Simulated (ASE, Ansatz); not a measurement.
# Convergence of a linear-scaling basis for Nb(100)/C(110) interface (68 atoms)

Wanted: errors and times of a linear-scaling basis for Nb(100)/C(110) interface (68 atoms). A setting counts as converged where the r.m.s. difference of forces stays under 1 % of the r.m.s. force.

Main program and level: Ansatz 0.2.0; Kohn-Sham DFT, PBE, PAW (set soft_2), plane waves.

This is a report of a sequence of runs, with most program output left out.

## 1. Set-up

The cell holds 68 atoms: 20 Nb and 48 C. Cell: a = 7.134 Å, b = 7.567 Å, c = 22.999 Å, α = 90.0°, β = 90.0°, γ = 90.0°. It derives from Nb and C. Bcc Nb(100), 4 repeat layers, 5 surface cells, strained -3.32 and +2.54 %; diamond-structure C(110), 4 layers, 6 cells, -0.00 and -0.00 %; outer planes 2.25 Å apart, 12 Å of vacuum above; not relaxed, displaced by a Gaussian of 0.02 Å. Regions: Nb, 20 atoms (20 Nb); C, 48 atoms (48 C). Vacuum lies along c.

What the set-up can't give: The host structure and its lattice constant were typed by rule, without a check against the phase diagram. Beside vacuum, support functions can miss their usual error bounds without a warning.

## 2. Plane-wave single point

The first run fixes the reference, at a cutoff of 420 eV.

Input file input.yaml:

```yaml
crystal:
  lattice:
    - [7.134, 0.0, 0.0]
    - [0.0, 7.5667, 0.0]
    - [0.0, 0.0, 22.99872]
  atoms:
    - { symbol: Nb, position: [0.79981, 0.40563, 0.2618] }
    - { symbol: Nb, position: [0.70201, 0.09712, 0.33325] }
    - { symbol: Nb, position: [0.80358, 0.39919, 0.40535] }
    - { symbol: Nb, position: [0.49664, 0.50216, 0.47631] }
    - { symbol: Nb, position: [0.59373, 0.799, 0.26069] }
    - { symbol: Nb, position: [0.50224, 0.49287, 0.33338] }
    - { symbol: Nb, position: [0.60003, 0.79903, 0.40593] }
    - { symbol: Nb, position: [0.29942, 0.9028, 0.47594] }
[... 56 atom lines left out ...]
    - { symbol: C, position: [0.04771, 0.42251, 0.6846] }
    - { symbol: C, position: [0.66818, 0.25875, 0.68378] }
    - { symbol: C, position: [0.79326, 0.25833, 0.73821] }
    - { symbol: C, position: [0.92287, 0.42659, 0.73719] }
kpoints:
  mp_grid: { grid: [2, 2, 1] }
hamiltonian:
  xc: pbe
scf:
  occupations: { method: fermi_dirac, width: 0.05 }
output:
  forces: true
  populations: true
  dos:
    method: { smearing: { sigma: 0.1 } }
    de: 0.1
    projected:
      site_lists:
        C: [20, 21, 22, 23, 24, 25, 26, 27, 28, 29, 30, 31, 32, 33, 34, 35, 36, 37, 38, 39, 40, 41, 42, 43, 44, 45, 46, 47, 48, 49, 50, 51, 52, 53, 54, 55, 56, 57, 58, 59, 60, 61, 62, 63, 64, 65, 66, 67]
        Nb: [0, 1, 2, 3, 4, 5, 6, 7, 8, 9, 10, 11, 12, 13, 14, 15, 16, 17, 18, 19]
  eigenvalues: true
  write_density: true
  write_potential: true
  volumetric_format: npy
  elf: true
```

Started as:

```console
> ansatz run input.yaml --threads 4 --pin off --max-ram 8192MiB --backend cpu --events-out ev --progress --plain --runs-dir out
```

Wall time 69 s (4 threads of Arm Neoverse V2, shared host); peak memory 6.3 GiB.

The program notes that the exchange-correlation potential is rough where the density is thin.

Read from the output:

```
free energy                             : -103035.2326 eV
free energy per atom                    : -1515.2240 eV/atom
SCF cycles                              : 12
r.m.s. force component                  : 1.633 eV/Å
longest force                           : 5.562 eV/Å
Fermi energy                            : 5.926 eV
levels partly filled by over 2 per cent : 34
spilling of the projection              : 0.005049
```

The r.m.s. force component of 1.6 eV/Å sets the scale for the differences below.

## 3. Support functions medium

With localised support functions most steps grow linearly with size, though the diagonalisation grows faster unless the density matrix is cut; this run measures error and cost at this size.

This step: Kohn-Sham DFT, PBE, PAW (set soft_2), localised support functions (medium) (Ansatz 0.2.0).

input.yaml, the sections that differ from step 2:

```yaml
scf:
  occupations: { method: fermi_dirac, width: 0.05 }
  eigensolver: { kind: { support_functions: { accuracy: medium } } }
  mixing: { beta: 0.2 }
  max_iter: 150
output:
  forces: true
# crystal, kpoints, hamiltonian: as in step 2
```

The job ended after 2.7 min (4 threads; peak memory 2.7 GiB; 9.7 min of CPU time).

The program notes that the band table was not solved further than the SCF left it and it switched symmetry off.

Keys that differ from the reference: support_functions.accuracy = "medium", scf.max_iter = 150 and scf.mixing.beta = 0.2.

Forces differ from the reference by 0.58 meV/Å r.m.s., 0.036 % of their size, well within a tolerance of 1 %; the energy by -2.8 meV/atom. It took 2.7 min and 27 cycles; the reference's time can't be set against it, since the two runs asked for unlike analyses.

## 4. Support functions low

This step: Kohn-Sham DFT, PBE, PAW (set soft_2), localised support functions (low) (Ansatz 0.2.0).

input.yaml, the sections that differ from step 3:

```yaml
scf:
  occupations: { method: fermi_dirac, width: 0.05 }
  eigensolver: { kind: { support_functions: { accuracy: low } } }
  mixing: { beta: 0.2 }
  max_iter: 150
# crystal, kpoints, hamiltonian, output: as in step 3
```

Wall time 2.5 min (4 threads); peak memory 2.6 GiB; 9.3 min of CPU time.

Keys that differ from the reference: support_functions.accuracy = "low", scf.max_iter = 150 and scf.mixing.beta = 0.2.

Forces differ from the reference by 0.64 meV/Å r.m.s., 0.039 % of their size, well within a tolerance of 1 %; the energy by -2.8 meV/atom. It took 2.5 min and 24 cycles; the reference's time can't be set against it, since the two runs asked for unlike analyses.

## 5. Support functions medium, radius 3.17 Å

The radius confines each support function; a larger one gives more freedom and more work per atom.

This step: Kohn-Sham DFT, PBE, PAW (set soft_2), localised support functions (medium) (Ansatz 0.2.0).

input.yaml, the sections that differ from step 4:

```yaml
scf:
  occupations: { method: fermi_dirac, width: 0.05 }
  eigensolver: { kind: { support_functions: { accuracy: medium, radius: 3.17 } } }
  mixing: { beta: 0.2 }
  max_iter: 150
# crystal, kpoints, hamiltonian, output: as in step 4
```

It took 2.3 min on 4 threads; peak memory 2.4 GiB; 8.3 min of CPU time.

Keys that differ from the reference: support_functions.accuracy = "medium", support_functions.radius = 3.17, scf.max_iter = 150 and scf.mixing.beta = 0.2.

Forces differ from the reference by 1.1 meV/Å r.m.s., 0.070 % of their size, well within a tolerance of 1 %; the energy by -2.8 meV/atom. It took 2.3 min and 26 cycles; the reference's time can't be set against it, since the two runs asked for unlike analyses.

## 6. Support functions medium, radius 3.43 Å

input.yaml, the sections that differ from step 5:

```yaml
scf:
  occupations: { method: fermi_dirac, width: 0.05 }
  eigensolver: { kind: { support_functions: { accuracy: medium, radius: 3.43 } } }
  mixing: { beta: 0.2 }
  max_iter: 150
# crystal, kpoints, hamiltonian, output: as in step 5
```

It took 2.6 min on 4 threads; peak memory 2.6 GiB; 9.5 min of CPU time.

Keys that differ from the reference: support_functions.accuracy = "medium", support_functions.radius = 3.43, scf.max_iter = 150 and scf.mixing.beta = 0.2.

Forces differ from the reference by 0.77 meV/Å r.m.s., 0.047 % of their size, well within a tolerance of 1 %; the energy by -2.8 meV/atom. It took 2.6 min and 26 cycles; the reference's time can't be set against it, since the two runs asked for unlike analyses.

## 7. What each setting buys

Each row is set against the plane-wave reference (Kohn-Sham DFT, PBE, PAW (set soft_2), plane waves; r.m.s. force component 1.63 eV/Å). Energies are set beside the reference only for runs with its functional, potentials and electron count. Times are for 4 threads of Arm Neoverse V2, shared host. The reference's time includes the DOS, ELF and grids, which some other runs skip.

```csv
run,"Δ force, r.m.s. (meV/Å)",share of r.m.s. force (%),Δ energy (meV/atom),cycles,time,host memory (GiB)
reference,-,-,-,12,69 s,6.3
support functions medium,0.584,0.0358,-2.82,27,2.7 min,2.7
support functions low,0.635,0.0389,-2.82,24,2.5 min,2.6
"support functions medium, radius 3.17 Å",1.15,0.0704,-2.78,26,2.3 min,2.4
"support functions medium, radius 3.43 Å",0.77,0.0471,-2.79,26,2.6 min,2.6
```

## 8. What the reference run shows

With the settings judged, the reference run is read for its physics.

Neighbours are counted within 1.85 Å (C-C).

Length of the force by element and coordination:

```csv
element,coordination,atoms,mean length of the force (eV/Å),spread,least,most
C,all,48,2.85,1.45,0.602,5.56
C,3,24,3.90,1.22,1.86,5.56
C,4,24,1.81,0.755,0.602,3.67
Nb,all,20,1.22,1.04,0.177,3.13
```

Löwdin charges by element and coordination (they lack the spilled electrons, 0.034 e an atom on average):

```csv
element,coordination,atoms,mean charge (e),spread,least,most
C,all,48,-0.0036,0.0646,-0.149,0.0524
C,3,24,-0.0503,0.063,-0.149,0.0308
C,4,24,0.043,0.0058,0.0318,0.0524
Nb,all,20,0.123,0.131,0.01,0.382
```

By region:

```csv
region,atoms,mean length of the force (eV/Å)
Nb,20,1.22
C,48,2.85
```

Density of states as counts of states in windows of 1 eV (from the Fermi level), total and the larger projections:

```csv
from (eV),to (eV),total,Nb d,C p,Nb s,C s
-10,-9,6.0,0.0,3.9,0.0,2.0
-9,-8,8.2,0.0,6.6,0.0,1.5
-8,-7,13.2,0.1,11.1,0.1,1.9
-7,-6,16.0,0.1,14.2,0.1,1.5
-6,-5,19.0,0.2,16.7,0.5,1.4
-5,-4,20.1,0.4,16.5,2.0,1.1
-4,-3,21.3,5.7,11.3,3.5,0.5
-3,-2,33.9,22.7,6.1,4.3,0.3
-2,-1,39.7,27.3,9.7,1.3,0.7
-1,0,41.4,24.1,12.8,2.0,1.3
0,1,38.9,24.9,9.7,1.8,1.4
1,2,23.9,14.5,5.3,1.8,0.8
2,3,30.5,25.7,2.1,1.0,0.4
3,4,30.4,25.3,1.5,1.0,0.4
```

Between -26 and -10 eV lie 70 more states.

About 163 of the 452 electrons lie in deeper levels, below the stored range.

The levels nearest the highest filled one (over half full), pooled over k-points and spins:

```csv
level less the highest filled one (eV),occupation
-0.0467,1.47
-0.0424,1.43
-0.0367,1.38
-0.032,1.34
-0.0028,1.06
0,1.04
0.006,0.978
0.0211,0.828
0.0322,0.722
0.0361,0.687
0.0407,0.646
0.0486,0.579
```

Planar average of the electrostatic potential energy along the normal, with the Fermi level as zero, after a running mean with a triangular window 4 Å wide at its base:

```csv
height (Å),potential energy (eV)
0.0,4.61
0.7,4.42
1.3,4.27
2.0,4.05
2.6,3.83
3.3,3.24
3.9,1.93
4.6,-1.26
5.2,-4.48
5.9,-8.46
6.5,-10.22
7.2,-11.02
7.9,-11.15
8.5,-10.88
9.2,-11.25
9.8,-11.06
10.5,-10.13
11.1,-8.64
11.8,-6.57
12.4,-6.03
13.1,-7.56
13.7,-8.96
14.4,-10.89
14.9,-11.12
15.7,-11.21
16.4,-9.46
17.0,-7.06
17.7,-2.22
18.3,1.35
19.0,4.30
19.5,5.26
20.3,5.30
20.8,5.18
21.6,4.99
22.1,4.84
22.9,4.65
```

Valence density in the ca plane at fractional y = 0.089, with atoms of Nb and C within 0.2 Å of it. It is the smooth field of the valence electrons, not physical close to the nuclei.

Ten even steps from '0' (0.0 e/Å³) to '9' (4.9 e/Å³), each cell a mean:
```
00002431000002431000000011233322123331000000
00001110000001110000000000123321012331000000
00000000001000000000000000012210001221000000
00000000134310000134310000001100000110000000
00000000389720000389720000000000000000000000
00000001599930000499930000000000000000000000
00000000379620000379720011100001110000000000
00000000123210000123200123210012321000000000
00000000000000000000000123311123332100000000
00000110000000110000000122222333332221000000
00001221000001221000000001123332112331000000
00001221000001221000000000012321001331000000
00000110000000110000000000001110001111000000
00000000000000000000000000000000000000000000
00000000000000000000000000000000000000000000
00000000000000000000000001100000110000000000
00000000000000000000000012210001221000000000
00001221000001221000000123310012331000000000
00002441000012542000000123322223332210000000
```
Columns run along c (16.0 Å, from fractional 0.18 to 0.87 of the cell), rows up along a (7.1 Å). Atoms in or near the plane, at fractional coordinates: Nb at (0.33, 0.70), Nb at (0.48, 0.70), C at (0.57, 0.55), C at (0.63, 0.42), C at (0.68, 0.55), C at (0.74, 0.42), C at (0.57, 0.05), C at (0.63, 0.92), C at (0.69, 0.05), C at (0.74, 0.92).

Electrostatic potential energy in the ca plane at fractional y = 0.089, with atoms of Nb and C within 0.2 Å of it. With pseudopotentials it is smooth inside the atoms' cores, unlike the true potential.

Values in eV, 10 rows by 16 columns, each cell a mean:
```
  7 -11 -16   6  -1 -20   3   8   8  -3 -50  -6 -24 -31  10  11
  9   5   2 -10  -3   3  -5  -7   8   7 -15   4  -4  -7  11  11
 10  10   0 -54 -28   5 -39 -46   4   7   6   6   7   9  11  11
 10   9   2 -44 -20   6 -30 -37  -1 -12   6 -10  -1  10  11  11
  8   4   3   0   2   3   1   1  -7 -44  -3 -38 -19   4  11  11
  7  -8 -10   7   1 -15   4   9   8  -2 -48 -11 -24 -31  10  11
  7  -5  -7   6   2  -9   4   7  10   8 -15   3  -4  -8  11  11
  8   5   6   7   7   6   7   6   9   7   6   6   7   9  11  11
  8   3   2   7   5   0   6   7   3 -14   6 -11  -3  10  11  11
  7 -14 -20   6  -3 -28   2   9  -5 -45  -3 -35 -21   3  11  11
```
Columns run along c (16.0 Å, from fractional 0.18 to 0.87 of the cell; values clipped at the 3rd and 97th percentile), rows up along a (7.1 Å). Atoms in or near the plane, at fractional coordinates: Nb at (0.33, 0.70), Nb at (0.48, 0.70), C at (0.57, 0.55), C at (0.63, 0.42), C at (0.68, 0.55), C at (0.74, 0.42), C at (0.57, 0.05), C at (0.63, 0.92), C at (0.69, 0.05), C at (0.74, 0.92).

Mean Löwdin charges: C -0.00, Nb +0.12 e (they miss 0.50 % of the electrons, so they add up to more than the cell's charge). Charges this small depend on the projection, at times even in sign. Within 0.4 eV of the Fermi level the largest share is Nb d (59 % of the projected weight). The potential slopes across the vacuum by 0.27 eV/Å: the slab bears a dipole, and with periodic images along the normal there is no flat vacuum level to read.

## 9. Distances and neighbours

Bonds and neighbours are counted at the geometry of the runs.

Normalised to the volume that the atoms fill. Pair distribution functions g(r), in bins of 0.2 Å:

```csv
r (Å),total,C-C,C-Nb,Nb-Nb
1.40,0.33,0.67,0.00,0.00
1.60,3.94,7.89,0.00,0.00
1.80,0.00,0.00,0.00,0.00
2.00,0.00,0.00,0.00,0.00
2.20,0.00,0.00,0.00,0.00
2.40,1.11,2.03,0.25,0.00
2.60,3.19,6.25,0.17,0.00
2.80,0.76,0.12,0.07,7.72
3.00,3.04,5.55,0.10,2.62
3.20,0.37,0.00,0.23,3.21
3.40,0.35,0.04,0.13,3.26
3.60,0.97,1.80,0.18,0.00
3.80,1.13,2.10,0.20,0.00
4.00,0.51,0.81,0.26,0.00
4.20,0.18,0.07,0.36,0.00
4.40,2.21,4.23,0.21,0.21
4.60,1.59,2.44,0.29,2.91
4.80,0.33,0.01,0.34,2.06
5.00,0.80,1.33,0.33,0.00
5.20,1.13,1.92,0.35,0.35
5.40,0.73,0.44,0.30,4.44
5.60,1.33,1.82,0.46,2.70
5.80,0.73,0.94,0.45,0.83
6.00,0.22,0.03,0.48,0.00
6.20,0.48,0.61,0.43,0.00
6.40,0.91,1.36,0.44,0.57
6.60,1.19,1.92,0.46,0.48
6.80,1.22,1.98,0.52,0.25
```

Bonds by pair of elements; cutoffs follow the first minimum of g(r), held within bounds set by covalent radii, and pairs that aren't listed don't count as bonded:

```csv
pair A-B,cutoff (Å),bonds,mean length (Å),spread (Å),shortest (Å),B about A,A about B
C-C,1.85,84,1.54,0.031,1.47,3.5,3.5
```

How many atoms have how many bonded neighbours:

```csv
element,mean,0,3,4
C,3.5,0,24,24
Nb,0,20,0,0
```

For some of the pairs, g(r) has its first main peak near 1.54 Å (C-C) and 2.85 Å (Nb-Nb). With the cutoffs above, 50 % of C atoms have 3 and as many 4 bonded neighbours.

The surroundings of Nb16, whose charge lies farthest from its element's mean, nearest first, numbered as they follow in the input and with coordinates relative to it.

```csv
atom,x,y,z,distance (Å),bonds,Löwdin charge (e),Fx,Fy,Fz (eV/Å)
Nb16,0.00,0.00,0.00,0.00,0,0.38,-0.50,-0.22,2.76
C37,1.03,0.49,2.26,2.53,3,-0.14,2.80,-0.32,-1.11
Nb15,2.13,-0.71,-1.67,2.79,0,0.01,0.09,-0.11,-0.68
Nb7,-2.13,0.79,-1.63,2.80,0,0.04,0.01,0.08,-0.82
Nb3,-0.68,-2.24,-1.65,2.86,0,0.02,-0.25,-0.01,-0.82
C38,-1.59,-0.80,2.25,2.87,3,-0.14,-3.69,0.57,-0.89
Nb19,0.73,2.32,-1.68,2.95,0,0.01,0.10,-0.26,-0.45
C22,1.96,-0.79,2.23,3.08,3,-0.05,-2.94,0.37,1.58
Nb4,-2.87,-1.46,-0.01,3.22,0,0.36,0.44,0.86,2.98
C61,1.10,-2.03,2.25,3.22,3,-0.11,1.69,-0.77,-0.10
Nb8,2.86,1.57,-0.02,3.27,0,0.37,0.55,-0.33,2.81
C54,-1.63,1.76,2.24,3.28,3,-0.11,-2.70,-0.62,-0.51
Nb12,1.47,-2.99,-0.02,3.33,0,0.30,-0.60,0.38,2.96
Nb18,0.02,0.04,-3.34,3.34,0,0.07,-0.12,0.01,-0.13
Nb20,-1.41,3.09,-0.01,3.40,0,0.31,0.09,-0.72,3.00
C21,-2.54,0.43,2.25,3.42,3,-0.10,2.87,1.04,0.01
C30,1.97,1.72,2.23,3.44,3,-0.15,-2.38,0.46,-0.53
C40,0.13,0.50,3.51,3.55,4,0.04,0.43,-1.10,-0.62
```

The column of bonds counts only the pairs C-C within 1.85 Å; other neighbours, such as metal atoms beside each other in a compound, aren't counted, and periodic images can show an atom twice.

## 10. What came out

- free energy per atom: -1515.2240 eV/atom
- r.m.s. force component: 1.633 eV/Å
- wall time of the 5 DFT runs: 11 min

Against plane waves at 420 eV, the forces differ by 0.58 meV/Å (0.036 %) with support functions medium. At 68 atoms the fastest of the runs at a preset level, support functions low, takes roughly 2.2 times the time of plane waves (whose run also made extra analyses, so the like-for-like ratio is larger), in 24 SCF cycles against 12. Differences between support functions and plane waves include what basis error the plane-wave run still has.

34 levels are partly filled, by over 2 % (on the run's k-points): no clear gap opens at this level. Levels of broken or missing bonds inside a gap of the host would look the same. With the cutoffs above, 50 % of C atoms have 3 and as many 4 bonded neighbours.

What to keep in mind: The geometry was built by rule, was displaced at random and isn't relaxed at this level: its force components are 1.6 eV/Å r.m.s. The slab bears a dipole and has periodic images along its normal, so a spurious field crosses the vacuum.

[Logs are printed without paths, hosts, clocks, repeated set-up lines and the standing remarks that a program may print on its own settings, such as how far it seeks lower states.]

[Hosts, paths, dates, database ids (printed as entryN), source tags and the programs' standing remarks are cut or masked in the printed files.]
